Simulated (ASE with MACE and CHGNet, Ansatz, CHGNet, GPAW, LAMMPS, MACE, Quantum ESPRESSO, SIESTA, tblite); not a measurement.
## Running amorphous Zn20Hg10Se19S11 (60 atoms) with machine-learned potentials

How do the settings of machine-learned potentials change the result for amorphous Zn20Hg10Se19S11 (60 atoms)? A plane-wave run serves as the yardstick.

Calculated with ASE with MACE and CHGNet; the method is named at each step.

## Step 1: The starting structure

The cell holds 60 atoms: 20 Zn, 10 Hg, 19 Se and 11 S. Its edges and angles: a = 11.236 Å, b = 11.236 Å, c = 11.236 Å, α = 90.0°, β = 90.0°, γ = 90.0°. 60 atoms (20 Zn, 10 Hg, 19 Se, 11 S) placed at random at 6.05 g/cm³, melted at 2500 K for 10 ps at fixed volume with the Stillinger-Weber II-VI potential (Zhou et al., Phys. Rev. B 88, 085309 (2013)). Quenched from 2500 K to 500 K at 100 K/ps and fixed volume, held 5 ps.

The yardstick, on the same geometry:

```
method                 : Kohn-Sham DFT, PBE, PAW, plane waves (Ansatz 0.2.0); cutoff 420 eV, Γ point, fermi-dirac smearing of 0.05 eV; PAW set soft_2
r.m.s. force component : 0.5476 eV/Å
longest force          : 2.387 eV/Å
pressure               : 0.6194 GPa
SCF cycles             : 12
time                   : 32 s on 4 threads of Arm Neoverse V1, shared host
CPU time               : 2 min
```

## Step 2: MACE MPA-0 medium potential

Method: machine-learned interatomic potential MACE MPA-0 medium, trained on PBE(+U) plane-wave data.

Contents of run.py:

```python
import numpy as np
from ase.io import read
import mlip  # loads the published weights by name

atoms = read("structure.xyz")
atoms.calc = mlip.calc("mace-mpa-0-medium")
energy = atoms.get_potential_energy()
forces = atoms.get_forces()
print(f"energy {energy:.6f} eV")
print("forces (eV/A)")
for i, (a, f) in enumerate(zip(atoms, forces)):
    print(f"{i:4d} {a.symbol:2s} {f[0]:10.5f} {f[1]:10.5f} {f[2]:10.5f}")
stress = -atoms.get_stress(voigt=False) * 160.21766
print("stress (GPa, compression positive)")
for row in stress:
    print(" ".join(f"{x:10.4f}" for x in row))
```

Contents of structure.xyz:

```xyz
60
Lattice="11.23550 0.00000 0.00000 0.00000 11.23550 0.00000 0.00000 0.00000 11.23550" Properties=species:S:1:pos:R:3 pbc="T T T"
Zn 6.90556 2.58967 4.18556
Zn 8.04597 8.37730 7.73441
Zn 5.52618 5.49416 2.59877
Zn 3.08527 4.03894 10.62496
Zn 8.39741 0.59256 9.61736
Zn 8.30764 3.22504 7.61340
Zn 0.59200 1.98644 11.07303
Zn 2.21890 8.94593 6.09402
Zn 9.12547 6.09503 4.35657
Zn 4.73352 1.73420 1.78026
Zn 8.30528 3.96242 1.02872
Zn 9.64163 10.98720 5.77527
Zn 3.41627 0.11820 9.98297
Zn 11.18573 8.81245 3.27537
Zn 5.97976 9.19367 3.90389
Zn 5.56697 5.47798 6.34019
Zn 3.83310 8.08596 8.96481
Zn 3.12246 8.19405 1.34736
Zn 5.78842 0.34347 6.63816
Zn 5.65325 5.82370 9.79309
Hg 2.41721 0.06865 3.49649
Hg 11.16977 2.50540 3.81782
Hg 0.05786 9.10120 9.84410
Hg 1.93700 5.10856 2.43563
Hg 9.47962 5.07182 8.65740
Hg 10.97708 6.16514 0.43133
Hg 1.60409 0.98917 6.88141
Hg 7.11791 8.59471 0.18449
Hg 2.19070 4.65577 7.62441
Hg 9.14997 10.84147 1.81060
Se 0.85570 6.89118 4.57914
Se 9.04772 1.20692 3.81872
Se 6.38660 10.91754 1.96048
Se 10.15611 1.26770 7.79182
Se 7.60115 4.43993 5.53416
Se 2.10845 2.44215 1.79431
Se 0.52751 4.27196 9.75972
Se 10.05049 4.66936 2.58675
Se 4.21399 6.08638 0.70020
Se 3.79771 10.37261 7.52891
Se 3.56581 8.78875 3.74985
Se 9.41625 1.73611 0.20516
Se 4.85587 1.44387 4.76565
Se 7.33453 7.21746 2.75607
Se 9.85926 6.91669 6.88332
Se 7.91878 5.81055 10.65698
Se 3.88085 5.63752 4.58015
Se 2.13025 3.07493 5.29091
Se 1.49612 7.30487 8.12136
S 6.33424 3.48312 2.20148
S 4.47263 9.42467 11.00787
S 6.62883 1.71375 8.53965
S 1.18287 0.25932 9.54838
S 0.78413 8.40314 1.01794
S 8.70268 9.44681 9.69028
S 7.40217 9.91904 5.96605
S 4.67251 4.17084 8.27540
S 5.92763 7.39745 7.82148
S 0.60458 10.50317 5.11069
S 4.44600 1.95374 10.61519
```

Launch:

```
> OMP_NUM_THREADS=1 python run.py > output.txt
```

Log:

```text
energy -155.521617 eV
forces (eV/A)
   0 Zn    0.18012   -0.36779    0.23056
   1 Zn   -0.17019    0.06597   -0.57699
   2 Zn   -0.02314    0.66588    1.11762
   3 Zn    0.44702   -0.39668   -0.07402
   4 Zn   -0.08341   -0.02893   -0.95290
   5 Zn   -0.80408   -1.92332   -0.72471
   6 Zn   -0.03313   -0.08671   -0.34138
   7 Zn   -0.31381   -0.39583    0.11201
   8 Zn   -0.10940    0.23662    0.34826
   9 Zn    0.46596   -0.18709   -0.47224
  10 Zn   -0.18190   -0.43387   -0.02334
  11 Zn   -0.93905    0.56474    0.51613
  12 Zn    0.10712   -0.78333   -0.15806
  13 Zn    0.16174   -0.08364    0.02766
  14 Zn    0.87080    0.26300   -0.24364
  15 Zn   -0.30379    0.05764    0.59078
  16 Zn    0.06403    0.61267   -0.16870
  17 Zn    0.14971    0.46972   -0.26293
  18 Zn    0.63665   -0.20696    0.61378
  19 Zn   -0.18400   -0.18884   -0.97355
  20 Hg    0.87479    0.26957   -0.72585
  21 Hg    0.72574    0.33927    0.52850
  22 Hg    0.20376    0.20363   -0.42630
  23 Hg   -0.07245    0.33217    0.51015
[...]
52 S     0.05930    0.02629    0.59556
  53 S    -0.02437    0.17711    0.32124
  54 S     0.22238    0.37894   -0.11281
  55 S     0.28129    0.02648   -0.40164
  56 S    -0.29740    0.64687    0.18383
  57 S    -0.77264   -0.66097    0.71809
  58 S    -0.64527   -1.18221   -0.17036
  59 S    -0.01899    0.99477    0.81907
stress (GPa, compression positive)
    0.3436     0.7292    -0.3449
    0.7292     1.2071    -0.6875
   -0.3449    -0.6875     0.6843
```

Wall time 8.3 s (1 thread of Arm Neoverse V1, shared host); peak memory 0.76 GiB.

Banners, paths, timers and routine set-up lines are dropped from the logs unmarked, and long logs keep their key lines alone; longer cuts are marked.

Against the reference:

```
r.m.s. force component                  : 0.5253 eV/Å
r.m.s. difference of force components   : 131.1 meV/Å
longest difference of force vectors     : 563.4 meV/Å
force difference over r.m.s. force      : 23.94 %
slope of forces against the reference's : 0.9314
correlation of force components         : 0.971
pressure                                : 0.745 GPa
pressure difference                     : 0.1256 GPa
```

Length of the force difference by element (eV/Å):

```
element  atoms  mean  most
     Hg     10  0.20  0.37
      S     11  0.19  0.38
     Se     19  0.27  0.56
     Zn     20  0.14  0.28
```

Local excerpt of 12 atoms (numbers count through the whole input) about S60, picked at random; x, y, z are measured from there.

```
atom      x      y      z  distance (Å)  bonds     Fx     Fy  Fz (eV/Å)
 S60   0.00   0.00   0.00          0.00      3  -0.02   0.99       0.82
Zn13  -1.03  -1.84  -0.63          2.20      4   0.11  -0.78      -0.16
Zn10   0.29  -0.22   2.40          2.43      4   0.47  -0.19      -0.47
 Zn4  -1.36   2.09   0.01          2.49      3   0.45  -0.40      -0.07
 S52   2.18  -0.24  -2.08          3.02      3   0.64  -0.34      -0.54
 S57   0.23   2.22  -2.34          3.23      3  -0.30   0.65       0.18
Se36  -2.34   0.49   2.41          3.40      5  -0.18  -0.46       0.01
 S50   1.89   1.53   2.82          3.72      4   0.01  -0.64      -0.99
 S51   0.03  -3.76   0.39          3.79      4  -0.66  -0.67      -0.60
 S53  -3.26  -1.69  -1.07          3.83      4   0.06   0.03       0.60
 Zn7  -3.85   0.03   0.46          3.88      4  -0.03  -0.09      -0.34
Se33   1.94  -2.27   2.58          3.95      4  -0.16  -0.42       0.35
```

Atoms are counted from 1 here, from 0 in the log.

Forces lie 24 % from the reference's, at 0.068 times its CPU time (on 1 against 4 cores).

## Step 3: CHGNet 0.3.0 potential

Method: machine-learned interatomic potential CHGNet 0.3.0, trained on PBE(+U) plane-wave data.

Changes to run.py since step 2:

```diff
@@ -5,3 +5,3 @@
 atoms = read("structure.xyz")
-atoms.calc = mlip.calc("mace-mpa-0-medium")
+atoms.calc = mlip.calc("chgnet-0.3.0")
 energy = atoms.get_potential_energy()
```

structure.xyz is that of step 2.

Log:

```text
CHGNet v0.3.0 initialized with 412,525 parameters
CHGNet will run on cpu
energy -174.868958 eV
forces (eV/A)
   0 Zn    0.14363   -0.33294    0.11781
   1 Zn   -0.20187    0.11917   -0.49855
   2 Zn   -0.11363    0.64955    0.75323
   3 Zn    0.49630   -0.36345   -0.01197
   4 Zn   -0.30504   -0.00713   -0.73374
   5 Zn   -0.76974   -1.90162   -0.51772
   6 Zn    0.02126   -0.01373   -0.23025
   7 Zn   -0.01114   -0.51615    0.21502
   8 Zn   -0.14637    0.46501    0.43460
   9 Zn    0.36562   -0.14723   -0.44997
  10 Zn   -0.20405   -0.41423   -0.20778
  11 Zn   -0.71589    0.22736    0.43194
  12 Zn    0.07418   -0.68708   -0.14775
  13 Zn    0.46508   -0.45056    0.16081
  14 Zn    0.64472    0.05232   -0.24423
  15 Zn   -0.28159    0.20001    0.44278
  16 Zn    0.07492    0.55743   -0.29833
  17 Zn    0.10865    0.47370   -0.18348
  18 Zn    0.53187   -0.13810    0.60298
  19 Zn   -0.24735   -0.13063   -0.51065
  20 Hg    0.71237    0.18984   -0.41528
  21 Hg    1.10009    0.62970    0.59572
  22 Hg    0.23047   -0.00787   -0.56657
  23 Hg   -0.00809    0.14472    0.44667
[...]
52 S    -0.12169   -0.05789    0.08808
  53 S    -0.02721    0.11157    0.38505
  54 S     0.16538    0.20990   -0.01272
  55 S     0.18556    0.06125   -0.26408
  56 S    -0.13699    0.69084    0.12199
  57 S    -0.57427   -0.44637    0.32129
  58 S    -0.33293   -0.90673   -0.21583
  59 S    -0.14352    1.03384    0.77486
stress (GPa, compression positive)
    0.0420     0.4544    -0.1076
    0.4544     0.2930    -0.2216
   -0.1076    -0.2216    -0.1747
```

Wall time 3.6 s (1 thread); peak memory 0.58 GiB.

Against the reference:

| Quantity | Value |
| --- | --- |
| r.m.s. force component | 0.4483 eV/Å |
| r.m.s. difference of force components | 215.2 meV/Å |
| longest difference of force vectors | 869.8 meV/Å |
| force difference over r.m.s. force | 39.31 % |
| slope of forces against the reference's | 0.7579 |
| correlation of force components | 0.9257 |
| pressure | 0.0534 GPa |
| pressure difference | -0.566 GPa |

Against the first run (24 %), the force difference from the reference is 39 %, at 0.43 times the CPU time.

## Step 4: CHGNet r2SCAN potential

Method: machine-learned interatomic potential CHGNet r2SCAN, trained on r2SCAN plane-wave data.

Changes to run.py since step 3:

```diff
@@ -5,3 +5,3 @@
 atoms = read("structure.xyz")
-atoms.calc = mlip.calc("chgnet-0.3.0")
+atoms.calc = mlip.calc("chgnet-r2scan")
 energy = atoms.get_potential_energy()
```

structure.xyz is that of step 3.

Log:

```text
CHGNet vr2scan initialized with 412,525 parameters
CHGNet will run on cpu
energy -1061.774658 eV
forces (eV/A)
   0 Zn    0.08015   -0.16511    0.07498
   1 Zn   -0.24852    0.16865   -0.33002
   2 Zn   -0.12714    0.48891    0.42075
   3 Zn    0.32415   -0.32115    0.03871
   4 Zn   -0.15851    0.09313   -0.59788
   5 Zn   -0.31633   -1.10907   -0.18949
   6 Zn   -0.05414   -0.08048   -0.19432
   7 Zn    0.02188   -0.24435    0.13044
   8 Zn   -0.24501    0.17923    0.22428
   9 Zn    0.39008   -0.09298   -0.40333
  10 Zn   -0.13677   -0.34641   -0.07843
  11 Zn   -0.49676    0.16324    0.27721
  12 Zn    0.05315   -0.48015   -0.17437
  13 Zn    0.61189   -0.42728    0.15383
  14 Zn    0.47669    0.03013   -0.19716
  15 Zn   -0.17848    0.12343    0.35093
  16 Zn    0.12235    0.57522   -0.31813
  17 Zn    0.09809    0.30591   -0.16774
  18 Zn    0.30780   -0.17685    0.35364
  19 Zn   -0.08062   -0.04801   -0.43120
  20 Hg    0.54999   -0.00267   -0.11298
  21 Hg    0.59798    0.37151    0.36543
  22 Hg    0.12706    0.01154   -0.32809
  23 Hg    0.06711    0.05048    0.48976
[...]
52 S    -0.06386    0.02147    0.24361
  53 S    -0.02296    0.06200    0.44383
  54 S     0.05807    0.10677    0.00393
  55 S     0.17159    0.13494   -0.23540
  56 S    -0.21062    0.66015    0.06308
  57 S    -0.49183   -0.43582    0.43382
  58 S    -0.16066   -0.72080   -0.26230
  59 S    -0.32002    0.84473    0.70955
stress (GPa, compression positive)
   -2.0986     0.3126    -0.2026
    0.3126    -1.6357    -0.2821
   -0.2026    -0.2821    -2.1379
```

The job ended after 3.5 s (1 thread; peak memory 0.58 GiB).

Compared with the plane-wave run:

```yaml
r_m_s_force_component: 0.342 eV/Å
r_m_s_difference_of_force_components: 294.6 meV/Å
longest_difference_of_force_vectors: 1279 meV/Å
force_difference_over_r_m_s_force: 53.79 %
slope_of_forces_against_the_reference_s: 0.5503
correlation_of_force_components: 0.8812
pressure: -1.957 GPa
pressure_difference: -2.577 GPa
```

Against the first run (24 %), the force difference from the reference is 54 %, at 0.43 times the CPU time; this potential was trained at another functional than the reference's, which explains only part of so large a difference.

## Step 5: Side by side

Differences are against the plane-wave reference, forces as r.m.s. over components; share is that over the reference's r.m.s. force, slope the least-squares factor from reference forces to these. Total energies of different programs have different zeros and aren't compared.

| run | Δ force, r.m.s. (meV/Å) | share (%) | slope | Δ pressure (GPa) | cores | CPU time | memory (GiB) |
| --- | --- | --- | --- | --- | --- | --- | --- |
| reference | - | - | - | - | 4 | 2 min | 2.2 |
| MACE MPA-0 medium potential | 131 | 23.9 | 0.931 | 0.126 | 1 | 8.2 s | 0.76 |
| CHGNet 0.3.0 potential | 215 | 39.3 | 0.758 | -0.566 | 1 | 3.5 s | 0.58 |
| CHGNet r2SCAN potential | 295 | 53.8 | 0.550 | -2.58 | 1 | 3.5 s | 0.58 |

Times of the machine-learned potentials are mostly Python's start and the loading of weights.

CPU time is summed over cores on a shared host, where runs went side by side, so it is rough. Symmetry, cutoffs, thresholds, outputs and thread counts weren't matched or tuned between programs; memory under MPI is the largest rank's times the ranks.

## Step 6: Outcome

| Property | Result |
| --- | --- |
| nearest in forces | MACE MPA-0 medium potential, 24 % |
| its CPU time | 8.2 s |

What this shows: Machine-learned potentials differ by 24 % (MACE MPA-0 medium potential) to 54 % (CHGNet r2SCAN potential); they were trained on other programs' data, some at another functional. Among those trained on PBE data the slope goes as low as 0.76, which softening far from their training structures can give, though the reference's k-sampling is untested too. Machine-learned potentials mimic data converged in k, so the reference's own k-point error enters their differences. The quench rate of 100 K/ps is many orders above laboratory rates, so the cell is likely richer in defects and strain than a real sample. The network of bonds at the start is that of the classical potential that made the cell, and needn't be the one that DFT or experiment would give. The electronic-structure runs sample only Γ, in a cell whose shortest periodic width is 11 Å, which is coarse for a cell with partly filled levels. Spin–orbit coupling is left out, which matters for the levels of the heavy elements.

[Also dropped from logs without a mark: logging warnings of Python, and SIESTA's first energy breakdown and zero terms.]

[Logs are printed without paths, hosts, clocks, repeated set-up lines and the standing remarks that a program may print on its own settings, such as how far it seeks lower states.]

[Hosts, paths, dates, database ids (printed as entryN), source tags and the programs' standing remarks are cut or masked in the printed files.]
